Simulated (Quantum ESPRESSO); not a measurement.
# Sr(111), 5 layers: parallel layout and speed, part 2 of 3

Which layout of ranks, pools and threads suits Sr(111), 5 layers? The physics should not care; the clock does.

Quantum ESPRESSO 7.5; plane-wave DFT, PBE, PseudoDojo norm-conserving pseudopotentials.

So far. Step 3 (Self-consistent run: 4 ranks, 2 pools, 1 thread a rank): Counted from each run's own zero (the Fermi level), the vacuum level differs from the first run's by -3 meV.

## (4) SCF with pw.x: 4 ranks, 1 pool, 1 thread a rank

File c2.in:

```
&control
  prefix = 'c2'
  outdir = './out'
  pseudo_dir = './pseudo'
  calculation = 'scf'
  tprnfor = .true.
/
&system
  ibrav = 0
  nat = 5
  ntyp = 1
  ecutwfc = 56
  ecutrho = 224
  occupations = 'smearing'
  smearing = 'mv'
  degauss = 0.02
  assume_isolated = 'esm'
  esm_bc = 'bc1'
/
&electrons
  conv_thr = 1e-07
  mixing_beta = 0.4
  electron_maxstep = 120
  mixing_mode = 'local-TF'
/
ATOMIC_SPECIES
  Sr  87.6200  Sr.dojo-sr-pbe-0.4.1-standard.upf
CELL_PARAMETERS angstrom
  4.29920922961421 0.00000000000000 0.00000000000000
  2.14960461480710 3.72322440903043 0.00000000000000
  0.00000000000000 0.00000000000000 30.04115854669170
ATOMIC_POSITIONS crystal
  Sr  0.666666666700 0.666666666700 -0.233698685836
  Sr  0.000000000000 0.000000000000 -0.116849342918
  Sr  0.333333333300 0.333333333300 0.000000000000
  Sr  0.666666666700 0.666666666700 0.116849342918
  Sr  0.000000000000 0.000000000000 0.233698685836
K_POINTS automatic
  6 6 1 0 0 0
```

Started as:

```bash
$ OMP_NUM_THREADS=1 mpirun -n 4 pw.x -nk 1 -in c2.in > c2.out
```

What it wrote:

```text
[banner, memory and clock lines left out]
Program PWSCF v.7.5 starts
[...]
Message from routine setup:
[...]
number of electrons       =        50.00
     number of Kohn-Sham states=           30
     kinetic-energy cutoff     =      56.0000  Ry
     charge density cutoff     =     224.0000  Ry
[...]
number of k points=     7  Marzari-Vanderbilt smearing, width (Ry)=  0.0200
[...]
Dense  grid:   184081 G-vectors     FFT dimensions: (  45,  45, 288)
[...]
negative rho (up, down):  8.971E-05 0.000E+00
     Starting wfcs are   25 randomized atomic wfcs +    5 random wfcs
[...]
estimated scf accuracy    <       0.53018882 Ry
[...]
estimated scf accuracy    <       0.33903902 Ry
[...]
estimated scf accuracy    <       0.02101188 Ry
[...]
estimated scf accuracy    <       0.06892772 Ry
[...]
estimated scf accuracy    <       0.00833385 Ry
[...]
estimated scf accuracy    <       0.00850003 Ry
[...]
estimated scf accuracy    <       0.00689107 Ry
[...]
negative rho (up, down):  1.370E-03 0.000E+00
[...]
estimated scf accuracy    <       0.00233713 Ry
[...]
negative rho (up, down):  1.291E-03 0.000E+00
[...]
estimated scf accuracy    <       0.00275028 Ry
[...]
negative rho (up, down):  9.790E-04 0.000E+00
[...]
estimated scf accuracy    <       0.00283966 Ry
[...]
negative rho (up, down):  3.593E-04 0.000E+00
[...]
estimated scf accuracy    <       0.00190888 Ry
[...]
negative rho (up, down):  6.434E-04 0.000E+00
[...]
estimated scf accuracy    <       0.00313885 Ry
[...]
negative rho (up, down):  6.415E-04 0.000E+00
[...]
estimated scf accuracy    <       0.00405574 Ry
[...]
negative rho (up, down):  6.009E-04 0.000E+00
[...]
estimated scf accuracy    <       0.00209702 Ry
[...]
negative rho (up, down):  5.974E-04 0.000E+00
[...]
estimated scf accuracy    <       0.00196962 Ry
[...]
negative rho (up, down):  5.269E-04 0.000E+00
[...]
estimated scf accuracy    <       0.00192938 Ry
[...]
negative rho (up, down):  8.368E-04 0.000E+00
[...]
estimated scf accuracy    <       0.00232901 Ry
[...]
negative rho (up, down):  6.110E-06 0.000E+00
[...]
estimated scf accuracy    <       0.00242508 Ry
[...]
negative rho (up, down):  1.283E-08 0.000E+00
[...]
estimated scf accuracy    <       0.00008238 Ry
[...]
estimated scf accuracy    <       0.00030957 Ry
[...]
negative rho (up, down):  1.057E-06 0.000E+00
[...]
estimated scf accuracy    <       0.00002886 Ry
[...]
negative rho (up, down):  7.002E-07 0.000E+00
[...]
estimated scf accuracy    <       0.00008623 Ry
[...]
negative rho (up, down):  9.167E-07 0.000E+00
[...]
estimated scf accuracy    <       0.00000650 Ry
[...]
negative rho (up, down):  7.934E-07 0.000E+00
[...]
estimated scf accuracy    <       0.00000719 Ry
[...]
estimated scf accuracy    <       0.00000521 Ry
[...]
negative rho (up, down):  2.167E-05 0.000E+00
[...]
estimated scf accuracy    <       0.00000326 Ry
[...]
negative rho (up, down):  1.167E-05 0.000E+00
[...]
estimated scf accuracy    <       0.00000135 Ry
[...]
negative rho (up, down):  1.227E-05 0.000E+00
[...]
estimated scf accuracy    <       0.00000086 Ry
[...]
the Fermi energy is    -2.6763 ev
!    total energy              =    -342.28182890 Ry
     estimated scf accuracy    <       0.00000008 Ry
     smearing contrib. (-TS)   =      -0.00533160 Ry
     internal energy E=F+TS    =    -342.27649730 Ry
[...]
one-electron contribution =    5853.18068200 Ry
     hartree contribution      =   -2935.75128615 Ry
     xc contribution           =     -83.02082431 Ry
     ewald contribution        =   -3176.68506884 Ry
     convergence has been achieved in  29 iterations
[...]
Total force =     0.003365     Total SCF correction =     0.001029
[...]
```

The job ended after 1.7 min (4 MPI ranks of Arm Neoverse V2, shared host; peak memory 0.51 GiB).

This step gave:

- Fermi energy: -2.676 eV
- vacuum line at the lower end of the cell, over the Fermi level: 2.676 eV
- vacuum line at the upper end of the cell, over the Fermi level: 2.676 eV

The program's own clock; routines nest. Time by routine:

```
     routine  wall time (s)  calls
       PWSCF          99.52      1
   electrons          98.25      1
     c_bands          79.71     30
     cegterg          77.83    221
       h_psi          65.15   2118
        fftw          59.23  49116
    vloc_psi          55.92   2118
    sum_band           8.87     30
     mix_rho           8.24     30
        ffts           5.02   2992
      calbec           4.67   2146
  add_vuspsi           4.53   2118
h_psi:calbec           4.52   2118
     cdiaghg           1.52   2099
```

Counted from each run's own zero (the Fermi level), the vacuum level differs from the first run's by -4 meV.

## (5) Ground state: 2 ranks, 2 pools, 2 threads a rank

c3.in is the input of step 4 with these lines changed:

```diff
@@ -1,3 +1,3 @@
 &control
-  prefix = 'c2'
+  prefix = 'c3'
   outdir = './out'
```

Started as:

```bash
$ OMP_NUM_THREADS=2 mpirun -n 2 pw.x -nk 2 -in c3.in > c3.out
```

What it wrote:

```text
[banner, memory and clock lines left out]
Program PWSCF v.7.5 starts
[...]
Message from routine setup:
[...]
number of electrons       =        50.00
     number of Kohn-Sham states=           30
     kinetic-energy cutoff     =      56.0000  Ry
     charge density cutoff     =     224.0000  Ry
[...]
number of k points=     7  Marzari-Vanderbilt smearing, width (Ry)=  0.0200
[...]
Dense  grid:   184081 G-vectors     FFT dimensions: (  45,  45, 288)
[...]
negative rho (up, down):  8.971E-05 0.000E+00
     Starting wfcs are   25 randomized atomic wfcs +    5 random wfcs
[...]
estimated scf accuracy    <       0.50500427 Ry
[...]
estimated scf accuracy    <       0.32639308 Ry
[...]
estimated scf accuracy    <       0.02020735 Ry
[...]
estimated scf accuracy    <       0.05566118 Ry
[...]
estimated scf accuracy    <       0.00974895 Ry
[...]
estimated scf accuracy    <       0.01073181 Ry
[...]
estimated scf accuracy    <       0.00632175 Ry
[...]
negative rho (up, down):  1.110E-04 0.000E+00
[...]
estimated scf accuracy    <       0.00155912 Ry
[...]
negative rho (up, down):  2.638E-04 0.000E+00
[...]
estimated scf accuracy    <       0.00160009 Ry
[...]
estimated scf accuracy    <       0.00171406 Ry
[...]
negative rho (up, down):  6.247E-07 0.000E+00
[...]
estimated scf accuracy    <       0.00037870 Ry
[...]
estimated scf accuracy    <       0.00045713 Ry
[...]
estimated scf accuracy    <       0.00003681 Ry
[...]
estimated scf accuracy    <       0.00002444 Ry
[...]
negative rho (up, down):  8.728E-06 0.000E+00
[...]
estimated scf accuracy    <       0.00000950 Ry
[...]
negative rho (up, down):  1.249E-05 0.000E+00
[...]
estimated scf accuracy    <       0.00000838 Ry
[...]
estimated scf accuracy    <       0.00000063 Ry
[...]
estimated scf accuracy    <       0.00000035 Ry
[...]
estimated scf accuracy    <       0.00000388 Ry
[...]
estimated scf accuracy    <       0.00000041 Ry
[...]
the Fermi energy is    -2.6786 ev
!    total energy              =    -342.28182996 Ry
     estimated scf accuracy    <       0.00000003 Ry
     smearing contrib. (-TS)   =      -0.00533578 Ry
     internal energy E=F+TS    =    -342.27649418 Ry
[...]
one-electron contribution =    5853.18577937 Ry
     hartree contribution      =   -2935.75647881 Ry
     xc contribution           =     -83.02072589 Ry
     ewald contribution        =   -3176.68506884 Ry
     convergence has been achieved in  21 iterations
[...]
Total force =     0.003684     Total SCF correction =     0.000408
[...]
```

Wall time 5.3 min (2 MPI ranks); peak memory 0.59 GiB; 14 min of CPU time.

This step gave:

| Item | Value |
| --- | --- |
| Fermi energy | -2.679 eV |
| vacuum line at the lower end of the cell, over the Fermi level | 2.679 eV |
| vacuum line at the upper end of the cell, over the Fermi level | 2.679 eV |

The program's own clock; routines nest. Time by routine:

```
     routine  wall time (s)  calls
       PWSCF          317.6      1
   electrons          313.6      1
     c_bands          271.4     22
     cegterg          212.4     91
        fftw          206.6  22630
       h_psi          200.9   1186
    vloc_psi          191.1   1186
    sum_band          26.62     22
     mix_rho          12.27     22
        ffts           7.32   1790
      calbec            4.9   1202
  add_vuspsi           4.86   1186
h_psi:calbec           4.73   1186
    init_run           3.05      1
```

Counted from each run's own zero (the Fermi level), the vacuum level differs from the first run's by -1 meV.

## (6) Ground state: 2 ranks, 1 pool, 2 threads a rank

c4.in is the input of step 5 with these lines changed:

```diff
@@ -1,3 +1,3 @@
 &control
-  prefix = 'c3'
+  prefix = 'c4'
   outdir = './out'
```

Started as:

```bash
$ OMP_NUM_THREADS=2 mpirun -n 2 pw.x -nk 1 -in c4.in > c4.out
```

What it wrote:

```text
[banner, memory and clock lines left out]
Program PWSCF v.7.5 starts
[...]
Message from routine setup:
[...]
number of electrons       =        50.00
     number of Kohn-Sham states=           30
     kinetic-energy cutoff     =      56.0000  Ry
     charge density cutoff     =     224.0000  Ry
[...]
number of k points=     7  Marzari-Vanderbilt smearing, width (Ry)=  0.0200
[...]
Dense  grid:   184081 G-vectors     FFT dimensions: (  45,  45, 288)
[...]
negative rho (up, down):  8.971E-05 0.000E+00
     Starting wfcs are   25 randomized atomic wfcs +    5 random wfcs
[...]
estimated scf accuracy    <       0.50509005 Ry
[...]
estimated scf accuracy    <       0.32932761 Ry
[...]
estimated scf accuracy    <       0.01804608 Ry
[...]
estimated scf accuracy    <       0.04417183 Ry
[...]
estimated scf accuracy    <       0.00678987 Ry
[...]
estimated scf accuracy    <       0.00978610 Ry
[...]
estimated scf accuracy    <       0.00310549 Ry
[...]
estimated scf accuracy    <       0.00443731 Ry
[...]
negative rho (up, down):  1.649E-08 0.000E+00
[...]
estimated scf accuracy    <       0.00283788 Ry
[...]
negative rho (up, down):  1.666E-04 0.000E+00
[...]
estimated scf accuracy    <       0.01068883 Ry
[...]
estimated scf accuracy    <       0.00182746 Ry
[...]
estimated scf accuracy    <       0.00020707 Ry
[...]
estimated scf accuracy    <       0.00025238 Ry
[...]
estimated scf accuracy    <       0.00017218 Ry
[...]
estimated scf accuracy    <       0.00013250 Ry
[...]
estimated scf accuracy    <       0.00005328 Ry
[...]
estimated scf accuracy    <       0.00009175 Ry
[...]
estimated scf accuracy    <       0.00006968 Ry
[...]
estimated scf accuracy    <       0.00040305 Ry
[...]
estimated scf accuracy    <       0.00039413 Ry
[...]
estimated scf accuracy    <       0.00015866 Ry
[...]
estimated scf accuracy    <       0.00000655 Ry
[...]
negative rho (up, down):  1.170E-08 0.000E+00
[...]
estimated scf accuracy    <       0.00001711 Ry
[...]
negative rho (up, down):  2.234E-04 0.000E+00
[...]
estimated scf accuracy    <       0.00001875 Ry
[...]
negative rho (up, down):  5.195E-05 0.000E+00
[...]
estimated scf accuracy    <       0.00000272 Ry
[...]
estimated scf accuracy    <       0.00000144 Ry
[...]
estimated scf accuracy    <       0.00000073 Ry
[...]
estimated scf accuracy    <       0.00000089 Ry
[...]
estimated scf accuracy    <       0.00000079 Ry
[...]
estimated scf accuracy    <       0.00000036 Ry
[...]
estimated scf accuracy    <       0.00000014 Ry
[...]
the Fermi energy is    -2.6788 ev
!    total energy              =    -342.28183000 Ry
     estimated scf accuracy    <       0.00000003 Ry
     smearing contrib. (-TS)   =      -0.00533446 Ry
     internal energy E=F+TS    =    -342.27649554 Ry
[...]
one-electron contribution =    5853.18342119 Ry
     hartree contribution      =   -2935.75421795 Ry
     xc contribution           =     -83.02062993 Ry
     ewald contribution        =   -3176.68506884 Ry
     convergence has been achieved in  32 iterations
[...]
Total force =     0.004339     Total SCF correction =     0.000208
[...]
```

The job ended after 2.2 min (2 MPI ranks; peak memory 0.43 GiB).

The program's own clock; routines nest. Time by routine:

```
     routine  wall time (s)  calls
       PWSCF          131.9      1
   electrons          130.1      1
     c_bands          106.1     33
     cegterg          102.2    239
       h_psi          86.33   2672
    vloc_psi          75.02   2672
        fftw          74.35  53322
    sum_band          12.35     33
     mix_rho           9.36     33
      calbec           5.66   2700
        ffts           5.64   2786
  add_vuspsi           5.58   2672
h_psi:calbec           5.51   2672
    v_of_rho           2.31     33
```

Counted from each run's own zero (the Fermi level), the vacuum level differs from the first run's by -1 meV.

## (7) Ground state: 1 rank, 1 pool, 4 threads a rank

c5.in is the input of step 6 with these lines changed:

```diff
@@ -1,3 +1,3 @@
 &control
-  prefix = 'c4'
+  prefix = 'c5'
   outdir = './out'
```

Started as:

```bash
$ OMP_NUM_THREADS=4 pw.x -nk 1 -in c5.in > c5.out
```

What it wrote:

```text
[banner, memory and clock lines left out]
Program PWSCF v.7.5 starts
[...]
Message from routine setup:
[...]
number of electrons       =        50.00
     number of Kohn-Sham states=           30
     kinetic-energy cutoff     =      56.0000  Ry
     charge density cutoff     =     224.0000  Ry
[...]
number of k points=     7  Marzari-Vanderbilt smearing, width (Ry)=  0.0200
[...]
Dense  grid:   184081 G-vectors     FFT dimensions: (  45,  45, 288)
[...]
negative rho (up, down):  8.971E-05 0.000E+00
     Starting wfcs are   25 randomized atomic wfcs +    5 random wfcs
[...]
estimated scf accuracy    <       0.51650246 Ry
[...]
estimated scf accuracy    <       0.33085514 Ry
[...]
estimated scf accuracy    <       0.01968196 Ry
[...]
estimated scf accuracy    <       0.04791022 Ry
[...]
estimated scf accuracy    <       0.00859821 Ry
[...]
estimated scf accuracy    <       0.01021504 Ry
[...]
estimated scf accuracy    <       0.01259821 Ry
[...]
negative rho (up, down):  6.658E-05 0.000E+00
[...]
estimated scf accuracy    <       0.00326372 Ry
[...]
negative rho (up, down):  4.517E-08 0.000E+00
[...]
estimated scf accuracy    <       0.00054958 Ry
[...]
estimated scf accuracy    <       0.00159504 Ry
[...]
estimated scf accuracy    <       0.00016506 Ry
[...]
estimated scf accuracy    <       0.00026549 Ry
[...]
estimated scf accuracy    <       0.00027222 Ry
[...]
estimated scf accuracy    <       0.00002063 Ry
[...]
estimated scf accuracy    <       0.00000567 Ry
[...]
estimated scf accuracy    <       0.00000193 Ry
[...]
estimated scf accuracy    <       0.00000665 Ry
[...]
negative rho (up, down):  7.350E-07 0.000E+00
[...]
estimated scf accuracy    <       0.00001261 Ry
[...]
estimated scf accuracy    <       0.00000279 Ry
[...]
estimated scf accuracy    <       0.00000019 Ry
[...]
estimated scf accuracy    <       0.00000093 Ry
[...]
negative rho (up, down):  1.742E-07 0.000E+00
[...]
estimated scf accuracy    <       0.00000024 Ry
[...]
the Fermi energy is    -2.6785 ev
!    total energy              =    -342.28182997 Ry
     estimated scf accuracy    <       0.00000002 Ry
     smearing contrib. (-TS)   =      -0.00533560 Ry
     internal energy E=F+TS    =    -342.27649437 Ry
[...]
one-electron contribution =    5853.18013176 Ry
     hartree contribution      =   -2935.75093783 Ry
     xc contribution           =     -83.02061946 Ry
     ewald contribution        =   -3176.68506884 Ry
     convergence has been achieved in  23 iterations
[...]
Total force =     0.004599     Total SCF correction =     0.000192
[...]
```

It took 13 min on 1 MPI rank; peak memory 0.38 GiB.

Read from the output:

- vacuum line at the lower end of the cell, over the Fermi level: 2.678 eV
- vacuum line at the upper end of the cell, over the Fermi level: 2.678 eV

The program's own clock; routines nest. Time by routine:

| routine | wall time (s) | calls |
| --- | --- | --- |
| PWSCF | 802.1 | 1 |
| electrons | 793.6 | 1 |
| fftw | 731.9 | 45922 |
| c_bands | 698.1 | 24 |
| cegterg | 692.4 | 181 |
| h_psi | 681.9 | 2362 |
| vloc_psi | 670.8 | 2362 |
| sum_band | 84.46 | 24 |
| mix_rho | 8.29 | 24 |
| init_run | 7.47 | 1 |
| wfcinit | 6.98 | 1 |
| calbec | 5.75 | 2390 |
| h_psi:calbec | 5.58 | 2362 |
| add_vuspsi | 5.31 | 2362 |

Counted from each run's own zero (the Fermi level), the vacuum level differs from the first run's by -1 meV.

## (8) Self-consistent run: 2 ranks, 2 pools, 1 thread a rank

c6.in is the input of step 7 with these lines changed:

```diff
@@ -1,3 +1,3 @@
 &control
-  prefix = 'c5'
+  prefix = 'c6'
   outdir = './out'
```

Started as:

```bash
$ OMP_NUM_THREADS=1 mpirun -n 2 pw.x -nk 2 -in c6.in > c6.out
```

What it wrote:

```text
[banner, memory and clock lines left out]
Program PWSCF v.7.5 starts
[...]
Message from routine setup:
[...]
number of electrons       =        50.00
     number of Kohn-Sham states=           30
     kinetic-energy cutoff     =      56.0000  Ry
     charge density cutoff     =     224.0000  Ry
[...]
number of k points=     7  Marzari-Vanderbilt smearing, width (Ry)=  0.0200
[...]
Dense  grid:   184081 G-vectors     FFT dimensions: (  45,  45, 288)
[...]
negative rho (up, down):  8.971E-05 0.000E+00
     Starting wfcs are   25 randomized atomic wfcs +    5 random wfcs
[...]
estimated scf accuracy    <       0.50500427 Ry
[...]
estimated scf accuracy    <       0.32639308 Ry
[...]
estimated scf accuracy    <       0.02020735 Ry
[...]
estimated scf accuracy    <       0.05566118 Ry
[...]
estimated scf accuracy    <       0.00974895 Ry
[...]
estimated scf accuracy    <       0.01073181 Ry
[...]
estimated scf accuracy    <       0.00632175 Ry
[...]
negative rho (up, down):  1.110E-04 0.000E+00
[...]
estimated scf accuracy    <       0.00155912 Ry
[...]
negative rho (up, down):  2.638E-04 0.000E+00
[...]
estimated scf accuracy    <       0.00160009 Ry
[...]
estimated scf accuracy    <       0.00171406 Ry
[...]
negative rho (up, down):  6.248E-07 0.000E+00
[...]
estimated scf accuracy    <       0.00037870 Ry
[...]
estimated scf accuracy    <       0.00045713 Ry
[...]
estimated scf accuracy    <       0.00003681 Ry
[...]
estimated scf accuracy    <       0.00002444 Ry
[...]
negative rho (up, down):  8.685E-06 0.000E+00
[...]
estimated scf accuracy    <       0.00000950 Ry
[...]
negative rho (up, down):  1.307E-05 0.000E+00
[...]
estimated scf accuracy    <       0.00000833 Ry
[...]
estimated scf accuracy    <       0.00000062 Ry
[...]
estimated scf accuracy    <       0.00000035 Ry
[...]
estimated scf accuracy    <       0.00000396 Ry
[...]
estimated scf accuracy    <       0.00000041 Ry
[...]
the Fermi energy is    -2.6786 ev
!    total energy              =    -342.28182996 Ry
     estimated scf accuracy    <       0.00000003 Ry
     smearing contrib. (-TS)   =      -0.00533581 Ry
     internal energy E=F+TS    =    -342.27649415 Ry
[...]
one-electron contribution =    5853.18606346 Ry
     hartree contribution      =   -2935.75677067 Ry
     xc contribution           =     -83.02071809 Ry
     ewald contribution        =   -3176.68506884 Ry
     convergence has been achieved in  21 iterations
[...]
Total force =     0.003679     Total SCF correction =     0.000412
[...]
```

Elapsed: 3.6 min, on 2 MPI ranks; peak memory 0.59 GiB; 7.2 min of CPU time.

This step gave:

| Item | Value |
| --- | --- |
| vacuum line at the lower end of the cell, over the Fermi level | 2.679 eV |
| vacuum line at the upper end of the cell, over the Fermi level | 2.679 eV |

The program's own clock; routines nest. Time by routine:

```
     routine  wall time (s)  calls
       PWSCF          215.9      1
   electrons            213      1
     c_bands          171.6     22
     cegterg            136     91
       h_psi          112.9   1187
        fftw          97.74  22628
    vloc_psi          95.04   1187
     mix_rho          22.29     22
    sum_band          14.63     22
        ffts           14.4   1788
  add_vuspsi           8.98   1187
      calbec           8.91   1203
h_psi:calbec           8.58   1187
    v_of_rho            4.2     22
```

Counted from each run's own zero (the Fermi level), the vacuum level differs from the first run's by -1 meV.

(Continued in part 3 of 3.)

[Logs are printed without paths, hosts, clocks, repeated set-up lines and the standing remarks that a program may print on its own settings, such as how far it seeks lower states.]

[Hosts, paths, dates, database ids (printed as entryN), source tags and the programs' standing remarks are cut or masked in the printed files.]

[Maps of the electrostatic potential energy from Ansatz leave out the sawtooth potential of an applied field or a dipole correction, so their vacuum need not be flat; planar profiles and work functions include it.]
